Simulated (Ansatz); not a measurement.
# Na on Pd(111): change of the work function, part 3 of 4

How does one ordered layer of Na (fcc site) change the work function of Pd(111), and what dipole does each adsorbate carry?

Ansatz 0.2.0; plane-wave DFT, PBEsol, Ansatz PAW (the session's first sound run).

So far, work function, upper face (eV): step 2 (the clean slab) 5.37; step 3 (17 atoms, coverage 0.25 ML, cell 2x2) 1.87.

## Step 5: The covered slab, atoms frozen

This step: plane-wave DFT, PBEsol, Ansatz PAW (Ansatz 0.2.0).

To see where the charge goes, the covered slab, the bare substrate and the adsorbate layer are each run at the same frozen positions and on the same grid.

input.yaml reads:

```yaml
crystal:
  lattice:
    - [5.5012907577, 0.0, 0.0]
    - [2.7506453788, 4.7642575498, 0.0]
    - [0.0, 0.0, 27.4717973538]
  atoms:
    - { symbol: Pd, position: [0.0, 0.0, 0.3276087066] }
    - { symbol: Pd, position: [0.1666666667, 0.1666666667, 0.409361368] }
    - { symbol: Pd, position: [0.3338828539, 0.3338828539, 0.4905523467] }
    - { symbol: Pd, position: [-0.0018644965, -0.0018644965, 0.5711654122] }
    - { symbol: Pd, position: [0.0, 0.5, 0.3276087066] }
    - { symbol: Pd, position: [0.1666666667, 0.6666666667, 0.409361368] }
    - { symbol: Pd, position: [0.3338828539, 0.8322342922, 0.4905523467] }
    - { symbol: Pd, position: [-0.0018644965, 0.5037289929, 0.5711654122] }
    - { symbol: Pd, position: [0.5, 0.0, 0.3276087066] }
    - { symbol: Pd, position: [0.6666666667, 0.1666666667, 0.409361368] }
    - { symbol: Pd, position: [0.8322342922, 0.3338828539, 0.4905523467] }
    - { symbol: Pd, position: [0.5037289929, -0.0018644965, 0.5711654122] }
    - { symbol: Pd, position: [0.5, 0.5, 0.3276087066] }
    - { symbol: Pd, position: [0.6666666667, 0.6666666667, 0.409361368] }
    - { symbol: Pd, position: [0.8333333333, 0.8333333333, 0.4895389331] }
    - { symbol: Pd, position: [0.5, 0.5, 0.5739392511] }
    - { symbol: Na, position: [0.1666666667, 0.1666666667, 0.6550166699] }
kpoints:
  mp_grid: { grid: [6, 6, 1] }
hamiltonian:
  xc: pbesol
scf:
  occupations: { method: fermi_dirac, width: 0.1 }
  convergence: { dr2_threshold: 1.0e-08 }
efield:
  axis: 3
  dipole_correction: true
  ramp_position: 0.97
  ramp_width: 0.06
output:
  write_potential: true
  write_density: true
  volumetric_format: npy
```

Command:

```console
> ansatz run input.yaml --threads 4 --pin off --max-ram 6144MiB --backend cpu --events-out ev --progress --plain --runs-dir out
```

The log of the run:

```text
[...]
Crystal: 17 atoms, lattice volume = 720.024 Å³
Basis set: ecut = 420 eV, 14017 PW (Γ)
Bands: 179, of which v1, the nominal top of the filled ones, is band 149 counted from 1 (148 counted from 0)
Symmetry: 6 space group operations
[...]
k-points: 7 of 36 (time reversal used)
[...]
SCF iter   1: F=—  HF=-111978.679096 eV  |F-HF|=—  |Δ(HF+E_count)|=         —  Δρ=1.25e-2  dr2=9.39e0  ethr=1.77e-3  p=0.410 e·Å  D=1.03e-1 V/Å  ΔV_dip=-2.83 eV  dr2_dipole=2.54e0  V_vac-E_F(+/−)=2.03/4.86 eV  ⟨swp⟩=7.0  Hψ=5257  notcnv=0  defer=59
[...]
SCF iter  12: F=-111978.471234 eV  HF=-111978.471234 eV  |F-HF|=3.22e-9  |Δ(HF+E_count)|=   2.02e-7  Δρ=1.09e-6  dr2=9.52e-9  ethr=3.37e-12  p=0.507 e·Å  D=1.27e-1 V/Å  ΔV_dip=-3.50 eV  dr2_dipole=2.62e-12  V_vac-E_F(+/−)=1.87/5.37 eV  ⟨swp⟩=15.0  Hψ=5574  notcnv=0
SCF 1 converged in 12 iterations: F = -111978.471234 eV  dr2 = 9.52e-9
[...]
SCF converged after 12 iterations
Free energy (F): -111978.471234 eV
[...]
Internal energy: -111977.437471 eV  (E = F + TS)
E sigma→0 (E₀):  -111977.954352 eV
Entropy (-TS):   -1.033763 eV (-60.810 meV/atom)
Fermi energy:    4.268625 eV
Dipole field:    D = 0.127401 V/Å  (p = 0.506942 e·Å, saw-weighted, corrected)
Work function:   Φ+ = 1.8737 eV   Φ− = 5.3736 eV
[...]
--- Band table (eV; the first three rows and the last of 7) ---
  k-point 0: bands = [... 145 lower, 4.3995, 4.5563, 4.5593, 4.5593, 4.6095, 4.6095, 4.6129, 5.1433, ... 26 higher]
  k-point 1: bands = [... 145 lower, 4.2924, 4.2945, 4.3599, 4.4346, 4.4390, 4.4497, 4.6095, 4.8787, ... 26 higher]
  k-point 2: bands = [... 145 lower, 4.0001, 4.1477, 4.2082, 4.2224, 4.2292, 4.2773, 4.4261, 4.4342, ... 26 higher]
  k-point 6: bands = [... 145 lower, 4.0307, 4.0347, 4.0442, 4.0522, 4.0719, 4.0819, 4.0828, 4.1067, ... 26 higher]
```

Elapsed: 34 s, on 4 threads of Arm Neoverse V2, shared host; peak memory 2.8 GiB; 2.2 min of CPU time.

Numbers from this step:

* energy at zero smearing: -111977.9544 eV
* work function, upper face: 1.874 eV
* work function, lower face: 5.374 eV
* dipole along the normal: 0.5069 e·Å
* step between the vacuum levels: -3.500 eV

The work function of the upper face is 1.87 eV.

## Step 6: The substrate alone

System of this step: Na/Pd(111), substrate alone, atoms held. The cell holds 16 atoms: 16 Pd. Its edges and angles: a = 5.501 Å, b = 5.501 Å, c = 27.472 Å, α = 90.0°, β = 90.0°, γ = 60.0°. Vacuum lies along c.

The second part, atoms unmoved.

input.yaml: that of step 5 with these lines changed.

```diff
@@ -22,3 +22,2 @@
     - { symbol: Pd, position: [0.5, 0.5, 0.5739392511] }
-    - { symbol: Na, position: [0.1666666667, 0.1666666667, 0.6550166699] }
 kpoints:
```

The log of the run:

```text
[...]
Crystal: 16 atoms, lattice volume = 720.024 Å³
Basis set: ecut = 420 eV, 14017 PW (Γ)
Bands: 173, of which v1, the nominal top of the filled ones, is band 144 counted from 1 (143 counted from 0)
Symmetry: 6 space group operations
[...]
k-points: 7 of 36 (time reversal used)
[...]
SCF iter   1: F=—  HF=-110501.583402 eV  |F-HF|=—  |Δ(HF+E_count)|=         —  Δρ=1.23e-2  dr2=5.54e0  ethr=1.77e-3  p=-0.000 e·Å  D=-3.43e-5 V/Å  ΔV_dip=0.00 eV  dr2_dipole=3.01e-4  V_vac-E_F(+/−)=4.93/4.93 eV  ⟨swp⟩=7.4  Hψ=5201  notcnv=0  defer=42
[...]
SCF iter  12: F=-110501.353209 eV  HF=-110501.353209 eV  |F-HF|=3.61e-9  |Δ(HF+E_count)|=   3.18e-8  Δρ=7.72e-7  dr2=9.60e-9  ethr=3.47e-12  p=0.000 e·Å  D=9.31e-5 V/Å  ΔV_dip=-0.00 eV  dr2_dipole=4.11e-10  V_vac-E_F(+/−)=5.37/5.37 eV  ⟨swp⟩=16.9  Hψ=5473  notcnv=0
SCF 1 converged in 12 iterations: F = -110501.353209 eV  dr2 = 9.60e-9
[...]
SCF converged after 12 iterations
Free energy (F): -110501.353209 eV
[...]
Internal energy: -110500.252170 eV  (E = F + TS)
E sigma→0 (E₀):  -110500.802690 eV
Entropy (-TS):   -1.101039 eV (-68.815 meV/atom)
Fermi energy:    2.839060 eV
Dipole field:    D = 0.000079 V/Å  (p = 0.000313 e·Å, saw-weighted, corrected)
Work function:   Φ+ = 5.3706 eV   Φ− = 5.3727 eV
[...]
--- Band table (eV; the first three rows and the last of 7) ---
  k-point 0: bands = [... 140 lower, 2.9654, 3.1584, 3.1626, 3.1626, 3.1862, 3.1862, 3.1886, 3.2443, ... 25 higher]
  k-point 1: bands = [... 140 lower, 2.8344, 2.8767, 2.8772, 2.9532, 3.0163, 3.0269, 3.0369, 3.5169, ... 25 higher]
  k-point 2: bands = [... 140 lower, 2.5908, 2.6473, 2.7919, 2.8104, 2.8112, 2.8577, 2.9874, 3.0071, ... 25 higher]
  k-point 6: bands = [... 140 lower, 2.5973, 2.6186, 2.6275, 2.6277, 2.6475, 2.6537, 2.6627, 2.7155, ... 25 higher]
```

The job ended after 33 s (4 threads; peak memory 2.7 GiB).

This step gave:

```
energy at zero smearing   : -110500.8027 eV
work function, upper face : 5.371 eV
dipole along the normal   : 3.13e-4 e·Å
```

The work function of the upper face is 5.37 eV.

## Step 7: The adsorbate layer alone

System of this step: Na/Pd(111), adsorbate layer alone, atoms held. The cell holds 1 atom: 1 Na. Its edges and angles: a = 5.501 Å, b = 5.501 Å, c = 27.472 Å, α = 90.0°, β = 90.0°, γ = 60.0°. Vacuum lies along c.

The third part; a free layer of atoms may carry a moment, so spin is on.

input.yaml, the sections that differ from step 6:

```yaml
crystal:
  lattice:
    - [5.5012907577, 0.0, 0.0]
    - [2.7506453788, 4.7642575498, 0.0]
    - [0.0, 0.0, 27.4717973538]
  atoms:
    - { symbol: Na, position: [0.1666666667, 0.1666666667, 0.6550166699], spin: 1.0 }
magnetization:
  spin_polarized: true
# kpoints, hamiltonian, scf, efield, output: as in step 6
```

The log of the run:

```text
[...]
Crystal: 1 atoms, lattice volume = 720.024 Å³
Basis set: ecut = 420 eV, 14017 PW (Γ)
Bands: 9, of which v1, the nominal top of the filled ones, is band 5 counted from 1 (4 counted from 0)
Symmetry: 12 space group operations
k-points: 7 of 36
[...]
Starting moments: Σ|m| = 1 μB on 1 of 1 site
[...]
SCF iter   7: F=—  HF=-1475.021219 eV  |F-HF|=—  |Δ(HF+E_count)|=   6.33e-3  Δρ=2.10e-3 (↑2.10e-3 ↓2.09e-3)  dr2=1.04e-7  dr2_m=2.90e-2  M=0.014 μB ∫|m|=0.018 μB  β_m=0.33  ethr=1.56e-9  p=-0.000 e·Å  D=-7.55e-7 V/Å  ΔV_dip=0.00 eV  dr2_dipole=9.42e-17  V_vac-E_F(+/−)=2.87/2.87 eV  ⟨swp⟩=3.1  Hψ=271  notcnv=0
[...]
spin-set hold released at iteration 7 (site moments contracting): the magnetisation degrees of freedom join the quasi-Newton model from the next iteration; the mixer history was flushed
SCF iter   8: F=—  HF=-1475.024557 eV  |F-HF|=—  |Δ(HF+E_count)|=   3.34e-3  Δρ=1.43e-3 (↑1.43e-3 ↓1.43e-3)  dr2=1.96e-8  dr2_m=1.35e-2  M=0.011 μB ∫|m|=0.014 μB  β_m=0.56  ethr=1.15e-9  p=-0.000 e·Å  D=-7.53e-7 V/Å  ΔV_dip=0.00 eV  dr2_dipole=5.71e-14  V_vac-E_F(+/−)=2.87/2.87 eV  ⟨swp⟩=3.1  Hψ=274  notcnv=0  κ⁻¹=1.0e0(r=1)
density mixer auto → broyden: gapped, with few screened modes (density of states about μ 0.89 of a free-electron gas's, 10 screened modes)
SCF iter   9: F=—  HF=-1475.027718 eV  |F-HF|=—  |Δ(HF+E_count)|=   3.16e-3  Δρ=2.16e-5 (↑2.04e-5 ↓2.16e-5)  dr2=1.55e-8  dr2_m=2.90e-6  M=0.002 μB ∫|m|=0.003 μB  β_m=0.48  ethr=1.11e-10  p=-0.000 e·Å  D=-5.93e-7 V/Å  ΔV_dip=0.00 eV  dr2_dipole=2.05e-13  V_vac-E_F(+/−)=2.87/2.87 eV  ⟨swp⟩=14.7  Hψ=905  notcnv=0  κ⁻¹=2.5e-5(r=2)
[...]
SCF iter  13: F=-1475.027829 eV  HF=-1475.027829 eV  |F-HF|=6.10e-10  |Δ(HF+E_count)|=   1.42e-7  Δρ=3.39e-8 (↑2.42e-8 ↓3.39e-8)  dr2=7.91e-12  dr2_m=1.62e-12  M=0.000 μB ∫|m|=0.000 μB  ethr=1.00e-12  p=-0.000 e·Å  D=-7.11e-7 V/Å  ΔV_dip=0.00 eV  dr2_dipole=2.51e-14  V_vac-E_F(+/−)=2.87/2.87 eV  ⟨swp⟩=4.2  Hψ=479  notcnv=0
SCF 1 converged in 13 iterations: F = -1475.027829 eV  dr2 = 7.91e-12
[...]
WARN: the starting moments were not kept: the SCF closed with an absolute magnetisation of 2.1e-6 μB, where they sum to 1 μB in size (1 site). That is at most 0.1 of that sum. Measured as dr2_m measures the in/out step, that magnetisation stands 2.8e-12 eV from none, at or under the dr2_threshold of 1.0e-8 eV: it is no larger than a step whose dr2_m would equal this threshold. The system may hold no moment; this SCF  [...]
[...]
this state was not tested for a lower state beside it, because the mixer in use, unlike msr1, does not test its closes by its own steps (another_mixer; see scf.mixing.algorithm and scf.lower_state_search)
SCF converged after 13 iterations
Magnetization: 0.0000 μB (4.5000 up, 4.5000 down)
Absolute magnetization: 0.0000 μB (∫|ρ↑−ρ↓|, with the PAW one-centre terms)
[...]
Per-site moments (μB) at R_I (Å): [(-3.488069e-7, 2.269282)]
Free energy (F): -1475.027829 eV
[...]
Internal energy: -1474.998150 eV  (E = F + TS)
E sigma→0 (E₀):  -1475.012989 eV
Entropy (-TS):   -0.029678 eV (-29.678 meV/atom)
Fermi energy:    -2.564138 eV
Dipole field:    D = -0.000001 V/Å  (p = -0.000002 e·Å, saw-weighted, corrected)
Work function:   Φ+ = 2.8695 eV   Φ− = 2.8695 eV
[...]
--- Band table (eV; the first three rows and the last of 14) ---
[...]
```

Elapsed: 4.7 s, on 4 threads; peak memory 0.74 GiB.

Numbers from this step:

- energy at zero smearing: -1475.0130 eV
- work function, upper face: 2.869 eV
- dipole along the normal: -2.38e-6 e·Å

At this spacing and smearing the free layer keeps no moment.

## Step 8: Where the charge went

This step: plane-wave DFT, PBEsol, Ansatz PAW; density difference on adsorption (Ansatz 0.2.0).

The densities of the parts are taken from that of the whole and averaged over planes; the first moment of what is left gives the step in the potential.

This step gave:

```
largest charge moved                 : 0.01001 e/Å²
potential step from the moved charge : -3.498 eV
```

The electron density difference oscillates, so the rows of the table below give means over 1 Å (shorter at the two ends). Its distinct maxima (Å: e/Å³): 13.9: 0.00172, 15.7: 0.00285, 16.7: 0.0149. Distinct minima: 13.4: -0.00114, 15.3: -0.00355, 16.0: -0.00619, 19.0: -0.00526.

Planar mean, whole system less its parts. The electron density difference by z; means over each step:

```csv
z (Å),electron density difference (e/Å³)
5,6.1e-7
6,4.4e-6
7,1.1e-5
8,-3.4e-5
9,3.2e-5
10,-6.8e-5
11,-4.9e-5
12,1.0e-4
13,-1.1e-5
14,3.3e-4
15,-0.00222
16,6.3e-5
17,0.0112
18,-0.00118
19,-0.00481
20,-0.00262
21,-6.5e-4
22,-1.1e-4
23,-1.7e-5
24,-1.9e-6
25,-1.4e-7
```

Planar mean, whole system less its parts. The electrons moved below z by z:

```csv
z (Å),electrons moved below z (e/Å²)
5,2.7e-7
6,2.2e-6
7,1.2e-5
8,-4.1e-6
9,-5.1e-6
10,-7.7e-5
11,8.7e-5
12,2.9e-5
13,-3.8e-5
14,4.3e-4
15,-7.6e-4
16,-0.00251
17,0.00593
18,0.00967
19,0.00544
20,0.00154
21,2.9e-4
22,4.4e-5
23,5.1e-6
24,1.0e-7
```

(Continued in part 4 of 4.)

[Long decimals in the printed logs are rounded to 6 places.]

[Logs are printed without paths, hosts, clocks, repeated set-up lines and the standing remarks that a program may print on its own settings, such as how far it seeks lower states.]

[Hosts, paths, dates, database ids (printed as entryN), source tags and the programs' standing remarks are cut or masked in the printed files.]

[Maps of the electrostatic potential energy from Ansatz leave out the sawtooth potential of an applied field or a dipole correction, so their vacuum need not be flat; planar profiles and work functions include it.]
